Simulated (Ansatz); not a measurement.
# C(110) slab, H on both faces (240 atoms): geometry optimisation

Wanted: the relaxed structure of C(110) slab, H on both faces (240 atoms) and its electronic structure.

Program: Ansatz 0.2.0. Level of theory: Kohn-Sham DFT, PBE+D3(BJ), PAW (set soft_2), plane waves. Results are calculated unless marked as measured.

## Step 1: Set-up

The cell holds 240 atoms: 180 C and 60 H. Cell: a = 12.611 Å, b = 10.701 Å, c = 18.086 Å, α = 90.0°, β = 90.0°, γ = 90.0°. It derives from C (diamond-structure). Diamond-structure C (a = 3.567 Å), (110) slab of 6 atomic planes, 5 x 3 surface cells, H on the broken bonds of both faces, 10 Å of vacuum; displaced by a Gaussian of 0.02 Å. Regions: slab, 180 atoms (180 C); hydrogen, 60 atoms (60 H). Vacuum lies along c.

Limits known from the start: The Brillouin zone is sampled at Γ only, in a cell whose shortest periodic width is 11 Å.

## Step 2: Single point at the start

The forces at the start show how far the geometry lies from a minimum of this functional.

Contents of input.yaml:

```yaml
crystal:
  lattice:
    - [12.61125, 0.0, 0.0]
    - [0.0, 10.701, 0.0]
    - [0.0, 0.0, 18.08559]
  atoms:
    - { symbol: C, position: [0.90005, 0.16548, 0.32467] }
    - { symbol: C, position: [0.00114, 0.08398, 0.32577] }
    - { symbol: C, position: [0.99968, 0.99988, 0.39605] }
    - { symbol: C, position: [0.90261, 0.25105, 0.39557] }
    [... 230 atom lines left out ...]
    - { symbol: H, position: [0.60005, 0.72686, 0.72349] }
    - { symbol: H, position: [0.49837, 0.85782, 0.72201] }
    - { symbol: H, position: [0.6996, 0.89237, 0.27711] }
    - { symbol: H, position: [0.7997, 0.69421, 0.27839] }
    - { symbol: H, position: [0.7975, 0.72653, 0.7239] }
    - { symbol: H, position: [0.69928, 0.86098, 0.72197] }
kpoints:
  mp_grid: { grid: [1, 1, 1] }
hamiltonian:
  xc: pbe
  dispersion: d3bj
scf:
  occupations: { method: fixed }
output:
  forces: true
  populations: true
  dos:
    method: { smearing: { sigma: 0.15 } }
    de: 0.1
    projected:
      site_lists:
        C: [C]
        H: [H]
        hydrogen: [180, 181, 182, 183, 184, 185, 186, 187, 188, 189, 190, 191, 192, 193, 194, 195, 196, 197, 198, 199, 200, 201, 202, 203, 204, 205, 206, 207, 208, 209, 210, 211, 212, 213, 214, 215, 216, 217, 218, 219, 220, 221, 222, 223, 224, 225, 226, 227, 228, 229, 230, 231, 232, 233, 234, 235, 236, 237, 238, 239]
  eigenvalues: true
```

Run with:

```console
> ansatz run input.yaml --threads 4 --pin off --max-ram 8192MiB --backend cpu --events-out ev --progress --plain --runs-dir out
```

It took 2.4 min on 4 threads of Arm Neoverse N1, shared host; peak memory 3.7 GiB; 9.6 min of CPU time.

The run gave:

- free energy: -46134.9093 eV
- free energy per atom: -192.2288 eV/atom
- SCF cycles: 8
- r.m.s. force component: 1.043 eV/Å
- longest force: 4.689 eV/Å
- Fermi energy: 4.072 eV
- gap (highest filled to lowest empty level): 2.143 eV
- spilling of the projection: 0.004975

The r.m.s. force component of 1.0 eV/Å sets the starting point.

Length of the force by element:

| element | coordination | atoms | mean length of the force (eV/Å) | spread | least | most |
| --- | --- | --- | --- | --- | --- | --- |
| C | all | 180 | 1.80 | 0.824 | 0.187 | 4.69 |
| H | all | 60 | 0.911 | 0.660 | 0.112 | 3.23 |

## Step 3: Relaxation

The atoms are relaxed in the fixed cell, aiming at the force tolerance of the input.

input.yaml, the sections that differ from step 2:

```yaml
output:
  forces: true
relax:
  f_tol: 0.03
  max_steps: 200
# crystal, kpoints, hamiltonian, scf: as in step 2
```

Run time: 3 min. Hardware: 4 threads; peak memory 3.4 GiB.

Step by step:

| step | energy less that of the first step (eV) | largest force component (eV/Å) |
| --- | --- | --- |
| 1 | 0.0000 | 3.6492 |
| 2 | -6.1267 | 1.2133 |
| 3 | -7.2072 | 0.0289 |
| 4 | -7.2072 | 0.0293 |

The atoms that moved most (Å):

| atom | dx | dy | dz | length |
| --- | --- | --- | --- | --- |
| H207 | -0.049 | -0.068 | -0.052 | 0.098 |
| C49 | -0.023 | 0.016 | 0.088 | 0.093 |
| H198 | -0.032 | 0.080 | 0.006 | 0.087 |
| C14 | -0.023 | 0.053 | 0.064 | 0.087 |
| H218 | -0.009 | 0.083 | -0.024 | 0.086 |
| H234 | -0.028 | 0.079 | 0.006 | 0.084 |
| H226 | 0.020 | 0.080 | 0.011 | 0.083 |
| H214 | -0.037 | 0.069 | 0.027 | 0.083 |

The relaxation changed the energy by -30.0 meV/atom, and atoms moved by 0.047 Å r.m.s., 0.098 Å at most.

## Step 4: Local order after relaxation

Bonds before and after, by the cutoffs listed below:

| pair | bonds before | bonds after | mean before (Å) | mean after (Å) | spread before (Å) | spread after (Å) |
| --- | --- | --- | --- | --- | --- | --- |
| C-C | 330 | 330 | 1.546 | 1.538 | 0.029 | 0.008 |
| C-H | 60 | 60 | 1.083 | 1.098 | 0.030 | 0.000 |

Normalised to the volume that the atoms fill. Pair distribution functions g(r), in bins of 0.2 Å:

| r (Å) | total | C-C | C-H | H-H |
| --- | --- | --- | --- | --- |
| 1.00 | 0.97 | 0.00 | 2.60 | 0.00 |
| 1.20 | 0.00 | 0.00 | 0.00 | 0.00 |
| 1.40 | 0.00 | 0.00 | 0.00 | 0.00 |
| 1.60 | 2.67 | 4.75 | 0.00 | 0.00 |
| 1.80 | 0.00 | 0.00 | 0.00 | 0.00 |
| 2.00 | 0.29 | 0.00 | 0.00 | 4.62 |
| 2.20 | 0.74 | 0.00 | 1.97 | 0.00 |
| 2.40 | 0.74 | 0.98 | 0.00 | 3.07 |
| 2.60 | 2.63 | 3.77 | 0.88 | 2.83 |
| 2.80 | 0.59 | 0.00 | 1.57 | 0.00 |
| 3.00 | 1.86 | 3.31 | 0.00 | 0.00 |
| 3.20 | 0.12 | 0.00 | 0.31 | 0.00 |
| 3.40 | 0.49 | 0.00 | 1.31 | 0.00 |
| 3.60 | 0.71 | 1.10 | 0.00 | 1.41 |
| 3.80 | 1.04 | 1.80 | 0.09 | 0.00 |
| 4.00 | 0.40 | 0.00 | 0.87 | 1.08 |
| 4.20 | 0.44 | 0.00 | 1.18 | 0.00 |
| 4.40 | 1.89 | 2.73 | 0.46 | 2.85 |
| 4.60 | 1.22 | 1.60 | 0.86 | 0.00 |
| 4.80 | 0.00 | 0.00 | 0.00 | 0.00 |
| 5.00 | 0.85 | 0.95 | 0.73 | 0.71 |
| 5.20 | 1.31 | 1.67 | 0.90 | 0.66 |
| 5.40 | 0.43 | 0.00 | 1.15 | 0.00 |
| 5.60 | 0.89 | 1.40 | 0.29 | 0.00 |
| 5.80 | 0.48 | 0.68 | 0.17 | 0.54 |
| 6.00 | 0.19 | 0.00 | 0.51 | 0.00 |
| 6.20 | 0.59 | 0.42 | 0.79 | 0.94 |
| 6.40 | 1.02 | 1.04 | 1.02 | 0.88 |

Bonds by pair of elements; cutoffs follow the first minimum of g(r), held within bounds set by covalent radii, and pairs that aren't listed don't count as bonded:

| pair A-B | cutoff (Å) | bonds | mean length (Å) | spread (Å) | shortest (Å) | B about A | A about B |
| --- | --- | --- | --- | --- | --- | --- | --- |
| C-C | 1.85 | 330 | 1.54 | 0.008 | 1.52 | 3.67 | 3.67 |
| C-H | 1.34 | 60 | 1.10 | 0 | 1.10 | 0.333 | 1 |

How many atoms have how many bonded neighbours:

| element | mean | 1 | 4 |
| --- | --- | --- | --- |
| C | 4 | 0 | 180 |
| H | 1 | 60 | 0 |

Bond angles, per cent of each kind in bins of 5°:

| angle (°) | C-C-C | C-C-H |
| --- | --- | --- |
| 105–110 | 81.3 | 66.7 |
| 110–115 | 18.7 | 33.3 |

Bond angles (no mean is given where the spread exceeds 20°):

| angle | count | mean (°) | spread (°) |
| --- | --- | --- | --- |
| C-C-C | 900 | 110 | 0.7 |
| C-C-H | 180 | 109 | 1.2 |

With the cutoffs above, all C atoms have 4 and all H atoms have 1 bonded neighbour. The C-C-C angle averages 110° with a spread of 0.7°.

## Step 5: Single point at the relaxed geometry

One more single point at the end of the walk gives the fuller output and checks the residual forces.

Contents of input.yaml:

```yaml
crystal:
  lattice:
    - [12.61125, 0.0, 0.0]
    - [0.0, 10.701, 0.0]
    - [0.0, 0.0, 18.08559]
  atoms:
    - { symbol: C, position: [0.89988, 0.1656, 0.3275] }
    - { symbol: C, position: [0.99983, 0.08578, 0.32749] }
    - { symbol: C, position: [0.99986, 0.00044, 0.39561] }
    - { symbol: C, position: [0.89986, 0.25103, 0.39558] }
    [... 230 atom lines left out ...]
    - { symbol: H, position: [0.59996, 0.72161, 0.72355] }
    - { symbol: H, position: [0.49985, 0.8631, 0.72348] }
    - { symbol: H, position: [0.69978, 0.88835, 0.27671] }
    - { symbol: H, position: [0.79959, 0.69658, 0.27664] }
    - { symbol: H, position: [0.79989, 0.72146, 0.72357] }
    - { symbol: H, position: [0.69995, 0.86319, 0.72351] }
kpoints:
  mp_grid: { grid: [1, 1, 1] }
hamiltonian:
  xc: pbe
  dispersion: d3bj
scf:
  occupations: { method: fixed }
output:
  forces: true
  populations: true
  dos:
    method: { smearing: { sigma: 0.15 } }
    de: 0.1
    projected:
      site_lists:
        C: [C]
        H: [H]
        hydrogen: [180, 181, 182, 183, 184, 185, 186, 187, 188, 189, 190, 191, 192, 193, 194, 195, 196, 197, 198, 199, 200, 201, 202, 203, 204, 205, 206, 207, 208, 209, 210, 211, 212, 213, 214, 215, 216, 217, 218, 219, 220, 221, 222, 223, 224, 225, 226, 227, 228, 229, 230, 231, 232, 233, 234, 235, 236, 237, 238, 239]
  eigenvalues: true
  write_density: true
  write_potential: true
  volumetric_format: npy
  elf: true
```

Run time: 2.9 min. Hardware: 4 threads; peak memory 3.7 GiB; 11 min of CPU time.

The program notes that the exchange-correlation potential is rough where the density is thin.

Read from the output:

```yaml
free_energy: -46142.1165 eV
free_energy_per_atom: -192.2588 eV/atom
scf_cycles: 8
r_m_s_force_component: 0.00694 eV/Å
longest_force: 0.03277 eV/Å
fermi_energy: 3.97 eV
spacing_of_highest_filled_and_lowest_empty_level: 2.223 eV
potential_in_mid_vacuum_over_the_fermi_level: 3.188 eV
potential_4p5_a_over_the_upper_face: 3.188 eV
potential_4p5_a_under_the_lower_face: 3.193 eV
spilling_of_the_projection: 0.004923
```

Löwdin charges by element (they lack the spilled electrons, 0.016 e an atom on average):

| element | coordination | atoms | mean charge (e) | spread | least | most |
| --- | --- | --- | --- | --- | --- | --- |
| C | all | 180 | -0.0278 | 0.0618 | -0.115 | 0.0187 |
| H | all | 60 | 0.147 | 1.0e-4 | 0.147 | 0.148 |

By region:

| region | atoms | mean length of the force (eV/Å) |
| --- | --- | --- |
| slab | 180 | 0.012 |
| hydrogen | 60 | 0.008 |

Density of states as counts of states in windows of 1 eV (from the Fermi level), total and the larger projections:

| from (eV) | to (eV) | total | C p | C s | H s | hydrogen |
| --- | --- | --- | --- | --- | --- | --- |
| -18 | -17 | 19.5 | 7.0 | 11.6 | 0.8 | 0.8 |
| -17 | -16 | 31.2 | 12.3 | 17.7 | 1.0 | 1.0 |
| -16 | -15 | 28.4 | 10.4 | 16.5 | 1.3 | 1.3 |
| -15 | -14 | 27.4 | 9.7 | 16.4 | 1.1 | 1.1 |
| -14 | -13 | 23.9 | 9.7 | 12.9 | 1.2 | 1.2 |
| -13 | -12 | 30.4 | 18.8 | 10.3 | 1.1 | 1.1 |
| -12 | -11 | 42.5 | 26.5 | 13.4 | 2.3 | 2.3 |
| -11 | -10 | 36.0 | 21.5 | 11.0 | 3.3 | 3.3 |
| -10 | -9 | 31.3 | 20.7 | 8.7 | 1.7 | 1.7 |
| -9 | -8 | 49.2 | 39.8 | 4.6 | 4.4 | 4.4 |
| -8 | -7 | 56.5 | 44.6 | 6.6 | 5.1 | 5.1 |
| -7 | -6 | 64.1 | 53.9 | 5.1 | 4.8 | 4.8 |
| -6 | -5 | 77.5 | 65.3 | 5.3 | 6.7 | 6.7 |
| -5 | -4 | 80.1 | 71.6 | 2.5 | 5.8 | 5.8 |
| -4 | -3 | 63.9 | 57.9 | 1.1 | 4.7 | 4.7 |
| -3 | -2 | 50.3 | 46.1 | 1.0 | 3.0 | 3.0 |
| -2 | -1 | 19.2 | 17.7 | 0.4 | 1.0 | 1.0 |
| -1 | 0 | 9.3 | 8.5 | 0.1 | 0.7 | 0.7 |
| 0 | 1 | 0.7 | 0.7 | 0.0 | 0.0 | 0.0 |
| 1 | 2 | 0.2 | 0.0 | 0.0 | 0.0 | 0.0 |
| 2 | 3 | 9.7 | 1.1 | 0.9 | 2.4 | 2.4 |
| 3 | 4 | 11.7 | 1.5 | 1.1 | 2.7 | 2.7 |
| 4 | 5 | 27.6 | 4.6 | 3.9 | 5.4 | 5.4 |

With fixed occupations the program's Fermi level is the highest filled level; weight inside the gap is the broadening of levels at its edges.

Between -22 and -18 eV lie 38 more states.

The levels nearest the highest filled one (over half full), pooled over k-points and spins:

| level less the highest filled one (eV) | occupation |
| --- | --- |
| -0.917 | 2 |
| -0.916 | 2 |
| -0.868 | 2 |
| -0.847 | 2 |
| -0.508 | 2 |
| 0 | 2 |
| 2.22 | 0 |
| 2.23 | 0 |
| 2.96 | 0 |
| 2.96 | 0 |
| 2.98 | 0 |
| 2.98 | 0 |

Planar average of the electrostatic potential energy along the normal, with the Fermi level as zero, after a running mean with a triangular window 4 Å wide at its base:

| height (Å) | potential energy (eV) |
| --- | --- |
| 0.0 | 3.19 |
| 0.6 | 3.19 |
| 1.0 | 3.19 |
| 1.6 | 3.19 |
| 2.0 | 3.18 |
| 2.6 | 3.12 |
| 3.0 | 2.91 |
| 3.6 | 2.14 |
| 4.1 | 0.85 |
| 4.6 | -1.67 |
| 5.1 | -3.94 |
| 5.6 | -7.17 |
| 6.2 | -9.30 |
| 6.7 | -10.32 |
| 7.2 | -11.02 |
| 7.7 | -10.89 |
| 8.2 | -11.03 |
| 8.7 | -10.96 |
| 9.3 | -10.88 |
| 9.7 | -11.05 |
| 10.3 | -10.87 |
| 10.7 | -11.00 |
| 11.3 | -10.62 |
| 11.7 | -9.66 |
| 12.3 | -7.87 |
| 12.9 | -4.77 |
| 13.3 | -2.41 |
| 13.9 | 0.27 |
| 14.3 | 1.78 |
| 14.9 | 2.77 |
| 15.3 | 3.08 |
| 15.9 | 3.17 |
| 16.3 | 3.19 |
| 16.9 | 3.19 |
| 17.4 | 3.19 |
| 17.9 | 3.19 |

Mean Löwdin charges: C -0.03, H +0.15 e (they miss 0.49 % of the electrons, so they add up to more than the cell's charge). Charges this small depend on the projection, at times even in sign. The potential stands 3.19 eV above the highest filled level over the upper face and 3.19 eV under the lower one, a reading of the ionisation potential at this level on the run's k-points.

1 further run on a deliberately doubtful input is not shown.

## Step 6: Results

* energy change in the relaxation: -30.03 meV/atom
* r.m.s. displacement: 0.047 Å
* largest displacement: 0.098 Å
* free energy per atom: -192.2588 eV/atom
* r.m.s. force component: 0.00694 eV/Å
* gap (highest filled to lowest empty level): 2.223 eV
* potential in mid-vacuum, over the Fermi level: 3.188 eV
* wall time of the 4 DFT runs, those left out included: 16 min

In words: Relaxation lowers the energy by 30.0 meV/atom and moves atoms by 0.047 Å r.m.s.; the r.m.s. force component goes from 1.0 to 0.0069 eV/Å, and the gap from 2.14 to 2.22 eV. By the final cutoffs no bond was broken or made. From the first step to the last the energy fell by 7.207 eV, and the largest move was 0.10 Å (H207). The C-H bonds change most in mean length: from 1.083 Å (spread 0.030) to 1.098 Å (spread 0.000). With the cutoffs above, all C atoms have 4 and all H atoms have 1 bonded neighbour. Between filled and empty levels lie 2.22 eV at Γ alone; the mesh holds the band edges only if they fold onto it, so the gap at this level can be narrower or closed, and states at the surface or the caps may set it. The potential stands 3.19 eV above the highest filled level over the upper face and 3.19 eV under the lower one, a reading of the ionisation potential at this level on the run's k-points.

[Logs are printed without paths, hosts, clocks, repeated set-up lines and the standing remarks that a program may print on its own settings, such as how far it seeks lower states.]

[Hosts, paths, dates, database ids (printed as entryN), source tags and the programs' standing remarks are cut or masked in the printed files.]
